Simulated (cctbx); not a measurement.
**HfTe6Mo2: as given, inverted or twinned?**

Space group P-6m2 (no. 187), a = 3.5530 Å, b = 3.5530 Å, c = 32.4280 Å, α = 90.00°, β = 90.00°, γ = 120.00°.

```csv
atom,mult.,x,y,z,Ueq (Å²)
Hf1,1,2/3,1/3,0,0.0024
Te1,2,1/3,2/3,0.9435,0.0044
Te2,2,2/3,1/3,0.2875,0.0043
Te3,2,2/3,1/3,0.8246,0.0034
Mo1,2,1/3,2/3,0.2321,0.0041
```

The model is made up (kin elements in a known structure type, no relaxation), so it says nothing on whether the phase exists.

Data sets are simulated with cctbx and refined with Bijvoet mates kept apart; Flack x is then fitted as the share of an inverted twin with the atoms fixed, Hooft y from the Bijvoet differences. The group is acentric but holds improper operations, so there is an absolute structure (orientation) and no hand.

Untwinned crystal. What Flack and Hooft values should come out?

| λ (Å) | extinction (unmodelled) | d min (Å) | top counts | error (%) | model | R1 | Flack x | s.u. | Hooft y | s.u. | pairs |
| --- | --- | --- | --- | --- | --- | --- | --- | --- | --- | --- | --- |
| 0.71073 | 0 | 0.77 | 40000 | 2 | as given | 0.0063 | 0.002 | 0.008 | -0.003 | 0.006 | 157 |
| 0.71073 | 0 | 0.77 | 40000 | 2 | inverted | 0.0464 | 0.997 | 0.009 | 1.013 | 0.006 | 157 |
| 1.54184 | 0 | 0.83 | 5000 | 3 | as given | 0.0187 | -0.02 | 0.03 | -0.034 | 0.030 | 132 |

With Mo Kα, x is within 3 s.u. of 0, so the absolute structure is right. With Cu Kα, x is within 3 s.u. of 0, so the absolute structure is right. Inverting the model turns x into about 1 − x.

A further crystal gives:

| λ (Å) | extinction (unmodelled) | d min (Å) | top counts | error (%) | model | R1 | Flack x | s.u. | Hooft y | s.u. | pairs |
| --- | --- | --- | --- | --- | --- | --- | --- | --- | --- | --- | --- |
| 0.71073 | 0 | 0.8 | 5000 | 6 | as given | 0.0400 | 0.796 | 0.016 | 0.813 | 0.018 | 146 |

**Question.** What is it?

It was simulated as an inversion twin with a fraction 0.8 of the inverted domain. Flack x is over 3 s.u. from both 0 and 1 and reads that fraction.

[Logs are printed without paths, hosts, clocks, repeated set-up lines and the standing remarks that a program may print on its own settings, such as how far it seeks lower states.]
